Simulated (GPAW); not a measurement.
# Calculated records

```
! title: BO (GaSe-type monolayer): G0W0 with GPAW, start to end
! method: DFT, LDA, plane waves, PAW (and 1 further level or step)
! program: GPAW 26.7.0
! settings of one run: cutoff 700 eV, GPAW PAW setups 1.2.1 data release, 15×15×1 k-mesh
! cost: 5 runs, 3.7 min in all on 8 MPI ranks of Intel Xeon Platinum 8488C (Sapphire Rapids), shared host (the runs of this entry)
! notes: Values taken over the cell’s volume include its vacuum. The start is a generated structure, not a measured one. Bands and cutoff are finite, so the gap is not at the basis limit. The miss can reach some tenths of an eV and take either sign; the mesh is an error of its own.
! LDA gap: 4.91 eV, indirect
! G0W0 gap on the mesh: 7.67 eV
! GW settings: 15×15×1 mesh, 72 bands, screening to 60 eV, full frequency, Hilbert transform
! known limits: not at the basis limit
CELL_PARAMETERS angstrom
2.40440 0.00000 0.00000
-1.20220 2.08227 0.00000
0.00000 0.00000 13.80000
ATOMIC_POSITIONS crystal
B 0.33333 0.66667 0.56384
B 0.33333 0.66667 0.43616
O 0.66667 0.33333 0.60465
O 0.66667 0.33333 0.39535
```

[Paths, hosts, dates, memory and timing lines, banners, echoed tables and standing remarks are left out of the program output.]

[Logs are printed without paths, hosts, clocks, repeated set-up lines and the standing remarks that a program may print on its own settings, such as how far it seeks lower states.]

[Runs of the session that timed out or met a known fault of the program may be left out.]

[Hosts, paths, dates, database ids (printed as entryN), source tags and the programs' standing remarks are cut or masked in the printed files.]
